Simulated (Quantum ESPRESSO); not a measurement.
# Magnetic state of CoPdO2 from several starts, part 2 of 2

A self-consistent run ends on one state, which hangs on the start. Several orders of CoPdO2 are started in Quantum ESPRESSO and their energies compared.

Quantum ESPRESSO 7.5; LDA; plane waves with GBRV 1.5 LDA potentials, no spin-orbit coupling.

So far, absolute magnetization (μB): step 2 (run 1 (ferro +)) 0.023.

## 4. Run 3 (antiferro q=(1/2,1/2,1/2) +−)

This order needs a doubled cell of 8 atoms.

pw.in reads:

```
&CONTROL
  calculation = 'scf'
  prefix = 'pwscf'
  outdir = './tmp'
  pseudo_dir = './pseudo'
  disk_io = 'nowf'
/
&SYSTEM
  ibrav = 0
  celldm(1) = 8
  nat = 8
  ntyp = 4
  ecutwfc = 40
  ecutrho = 280
  nbnd = 58
  occupations = 'smearing'
  smearing = 'fd'
  degauss = 0.00183747
  nspin = 2
  starting_magnetization(1) = 0.1765
  starting_magnetization(2) = -0.1765
  starting_magnetization(3) = 0
  starting_magnetization(4) = 0
/
&ELECTRONS
  conv_thr = 1.6d-08
  electron_maxstep = 150
  mixing_beta = 0.3
/
ATOMIC_SPECIES
Co1    58.9332 co_lda_v1.2.uspp.F.UPF
Co2    58.9332 co_lda_v1.2.uspp.F.UPF
Pd    106.4200 pd_lda_v1.4.uspp.F.UPF
O      15.9990 o_lda_v1.2.uspp.F.UPF
CELL_PARAMETERS alat
   0.6720336204920    0.3879987916990    2.8156919256924
   0.0000000000000    0.3879987916990    2.8156919256924
   0.3360168102460   -0.1939993958495    2.8156919256924
ATOMIC_POSITIONS crystal
Co1     0.7500000000    0.5000000000    0.5000000000
Co2     0.2500000000    0.5000000000    0.5000000000
Pd      0.0000000000    0.0000000000    0.0000000000
Pd      0.5000000000    0.0000000000    0.0000000000
O       0.9439250000    0.1121500000    0.1121500000
O       0.4439250000    0.1121500000    0.1121500000
O       0.5560750000    0.8878500000    0.8878500000
O       0.0560750000    0.8878500000    0.8878500000
K_POINTS automatic
4 8 8 0 0 0
```

On the command line:

```sh
$ OMP_NUM_THREADS=1 mpirun -n 4 pw.x -nk 4 -in pw.in > pw.out
```

Output:

```text
     [... lines left out ...]
Program PWSCF v.7.5 starts
     [... lines left out ...]
     number of atoms/cell      =            8
     [... lines left out ...]
     number of electrons       =        90.00
     number of Kohn-Sham states=           58
     kinetic-energy cutoff     =      40.0000  Ry
     charge density cutoff     =     280.0000  Ry
     scf convergence threshold =      1.6E-08
     [... lines left out ...]
     12 Sym. Ops., with inversion, found ( 6 have fractional translation)
     [... lines left out ...]
     number of k points=    35  Fermi-Dirac smearing, width (Ry)=  0.0018
     [... lines left out ...]
     iteration # 25     ecut=    40.00 Ry     beta= 0.30
     [... lines left out ...]
[key lines of the parts left out:]
total energy              =   -1123.37962148 Ry
total magnetization       =    -0.10 Bohr mag/cell
```

Wall time 27 min (4 MPI ranks of Arm Neoverse V1, shared host); peak memory 1.5 GiB.

Residual by cycle:

cycle, log10 residual and a bar from the least value:
```
        1        2.3 ##############################
        3        2.2 ##############################
        5        2.3 ##############################
        7        0.7 ########################
        9        0.7 ########################
       11       -1.0 #################
       14       -1.2 #################
       16       -1.6 ###############
       18       -3.9 #######
       20       -5.1 ##
       22       -5.4 #
       24       -5.7
```

The run was cut off at its time limit.

After 24 cycles the residual stands at 1.9e-6.

## 5. Start 4: antiferro q=(0,0,1/2) +−

The cell is doubled to 8 atoms to hold this order.

pw.in reads:

```
&CONTROL
  calculation = 'scf'
  prefix = 'pwscf'
  outdir = './tmp'
  pseudo_dir = './pseudo'
  disk_io = 'nowf'
/
&SYSTEM
  ibrav = 0
  celldm(1) = 8
  nat = 8
  ntyp = 4
  ecutwfc = 40
  ecutrho = 280
  nbnd = 58
  occupations = 'smearing'
  smearing = 'fd'
  degauss = 0.00183747
  nspin = 2
  starting_magnetization(1) = 0.1765
  starting_magnetization(2) = -0.1765
  starting_magnetization(3) = 0
  starting_magnetization(4) = 0
/
&ELECTRONS
  conv_thr = 1.6d-08
  electron_maxstep = 150
  mixing_beta = 0.3
/
ATOMIC_SPECIES
Co1    58.9332 co_lda_v1.2.uspp.F.UPF
Co2    58.9332 co_lda_v1.2.uspp.F.UPF
Pd    106.4200 pd_lda_v1.4.uspp.F.UPF
O      15.9990 o_lda_v1.2.uspp.F.UPF
CELL_PARAMETERS alat
   0.3360168102460    0.1939993958495    1.4078459628462
  -0.3360168102460    0.1939993958495    1.4078459628462
   0.0000000000000   -0.7759975833980    2.8156919256924
ATOMIC_POSITIONS crystal
Co1     0.5000000000    0.5000000000    0.2500000000
Co2     0.5000000000    0.5000000000    0.7500000000
Pd      0.0000000000    0.0000000000    0.0000000000
Pd      0.0000000000    0.0000000000    0.5000000000
O       0.1121500000    0.1121500000    0.0560750000
O       0.1121500000    0.1121500000    0.5560750000
O       0.8878500000    0.8878500000    0.4439250000
O       0.8878500000    0.8878500000    0.9439250000
K_POINTS automatic
8 8 4 0 0 0
```

Output:

```text
     [... lines left out ...]
Program PWSCF v.7.5 starts
     [... lines left out ...]
     number of atoms/cell      =            8
     [... lines left out ...]
     number of electrons       =        90.00
     number of Kohn-Sham states=           58
     kinetic-energy cutoff     =      40.0000  Ry
     charge density cutoff     =     280.0000  Ry
     scf convergence threshold =      1.6E-08
     [... lines left out ...]
      4 Sym. Ops., with inversion, found ( 2 have fractional translation)
     [... lines left out ...]
     number of k points=    78  Fermi-Dirac smearing, width (Ry)=  0.0018
     [... lines left out ...]
     iteration # 21     ecut=    40.00 Ry     beta= 0.30
     [... lines left out ...]
     Magnetic moment per site  (integrated on atomic sphere of radius R)
     atom   1 (R=0.186)  charge= 14.1242  magn= -0.0005
     atom   2 (R=0.186)  charge= 14.1242  magn= -0.0003
     atom   3 (R=0.195)  charge= 11.9379  magn= -0.0022
     atom   4 (R=0.195)  charge= 11.9379  magn= -0.0022
     atom   5 (R=0.186)  charge=  5.2428  magn= -0.0001
     atom   6 (R=0.186)  charge=  5.2428  magn= -0.0001
     atom   7 (R=0.186)  charge=  5.2428  magn= -0.0001
     atom   8 (R=0.186)  charge=  5.2428  magn= -0.0001
     [... lines left out ...]
     the Fermi energy is    13.4722 ev
!    total energy              =   -1123.37962105 Ry
     estimated scf accuracy    <          4.5E-09 Ry
     smearing contrib. (-TS)   =      -0.00117973 Ry
     [... lines left out ...]
     total magnetization       =    -0.01 Bohr mag/cell
     absolute magnetization    =     0.01 Bohr mag/cell
     convergence has been achieved in  21 iterations
```

Elapsed: 11 min, on 4 MPI ranks; peak memory 0.93 GiB; 42 min of CPU time.

Read from the output:

```yaml
smearing_term_ts: 0.01605 eV
magnetization: -0.007 μB
absolute_magnetization: 0.008 μB
final_state: non-magnetic
largest_moment: 0 μB
```

## 6. Run 5 (no spin polarisation)

pw.in reads:

```
&CONTROL
  calculation = 'scf'
  prefix = 'pwscf'
  outdir = './tmp'
  pseudo_dir = './pseudo'
  disk_io = 'nowf'
/
&SYSTEM
  ibrav = 0
  celldm(1) = 8
  nat = 4
  ntyp = 3
  ecutwfc = 40
  ecutrho = 280
  nbnd = 31
  occupations = 'smearing'
  smearing = 'fd'
  degauss = 0.00183747
/
&ELECTRONS
  conv_thr = 8d-09
  electron_maxstep = 150
  mixing_beta = 0.3
/
ATOMIC_SPECIES
Co     58.9332 co_lda_v1.2.uspp.F.UPF
Pd    106.4200 pd_lda_v1.4.uspp.F.UPF
O      15.9990 o_lda_v1.2.uspp.F.UPF
CELL_PARAMETERS alat
   0.3360168102460    0.1939993958495    1.4078459628462
  -0.3360168102460    0.1939993958495    1.4078459628462
   0.0000000000000   -0.3879987916990    1.4078459628462
ATOMIC_POSITIONS crystal
Co      0.5000000000    0.5000000000    0.5000000000
Pd      0.0000000000    0.0000000000    0.0000000000
O       0.1121500000    0.1121500000    0.1121500000
O       0.8878500000    0.8878500000    0.8878500000
K_POINTS automatic
8 8 8 0 0 0
```

Output:

```text
     [... lines left out ...]
Program PWSCF v.7.5 starts
     [... lines left out ...]
     number of atoms/cell      =            4
     [... lines left out ...]
     number of electrons       =        45.00
     number of Kohn-Sham states=           31
     kinetic-energy cutoff     =      40.0000  Ry
     charge density cutoff     =     280.0000  Ry
     scf convergence threshold =      8.0E-09
     [... lines left out ...]
     12 Sym. Ops., with inversion, found
     [... lines left out ...]
     number of k points=    65  Fermi-Dirac smearing, width (Ry)=  0.0018
     [... lines left out ...]
     iteration # 14     ecut=    40.00 Ry     beta= 0.30
     [... lines left out ...]
     the Fermi energy is    13.4723 ev
!    total energy              =    -561.68981053 Ry
     estimated scf accuracy    <          1.5E-09 Ry
     smearing contrib. (-TS)   =      -0.00058998 Ry
     [... lines left out ...]
     convergence has been achieved in  14 iterations
```

The job ended after 45 s (4 MPI ranks; peak memory 0.36 GiB; 3 min of CPU time).

Read from the output:

| Item | Value |
| --- | --- |
| smearing term TS | 0.008027 eV |
| final state | non-magnetic (no spin polarisation) |

## 7. Ranking

An order is kept where moments of 0.15 μB or more survive with the typed signs; meshes match where a doubled cell samples the same k points as the first cell.

Orders:

| start | final state | typed order kept | energy over the lowest (meV a seeded atom) | largest site moment (μB) | net moment (μB a cell of the first run) | mesh matched | CPU time (s) |
| --- | --- | --- | --- | --- | --- | --- | --- |
| ferro + | non-magnetic | no | 0.02507 | 0.013 | 0.0227 | yes | 606.8 |
| antiferro q=(0,1/2,1/2) +- | non-magnetic | no | 0 | 0.00111 | 0.001888 | yes | 6345 |
| antiferro q=(0,0,1/2) +- | non-magnetic | no | 0.02405 | 0.002166 | 0.003749 | yes | 2546 |
| no spin polarisation | non-magnetic | - | 0.02402 | 0 | 0 | yes | 180.5 |

## 8. Summary of results

| Property | Result |
| --- | --- |
| lowest state found | non-magnetic (from ferro +, antiferro q=(0,1/2,1/2) +-, antiferro q=(0,0,1/2) +- and no spin polarisation) |
| largest site moment | 0.00111 μB |

What this shows: The lowest state carries no moment, and no start kept one. Only these 4 starts were compared; other wavevectors, canted and longer-period orders were not. 1 further start did not converge. No Hubbard term acts here. In such compounds local and semilocal functionals without one often delocalise the d electrons, and can shrink or lose moments and miss the size, sign and order of the couplings. The smearing term is large for its width, so states at the Fermi level are partly filled: at this level the cell is a metal or has a gap of a few widths at most.

[Logs and program files are shortened in this print: banners, set-up blocks, solver, clock and traceback lines can be left out without a mark of their own.]

[Logs are printed without paths, hosts, clocks, repeated set-up lines and the standing remarks that a program may print on its own settings, such as how far it seeks lower states.]

[Hosts, paths, dates, database ids (printed as entryN), source tags and the programs' standing remarks are cut or masked in the printed files.]

[Where a cell is said to come from a database of computed structures, the database is the Materials Project.]
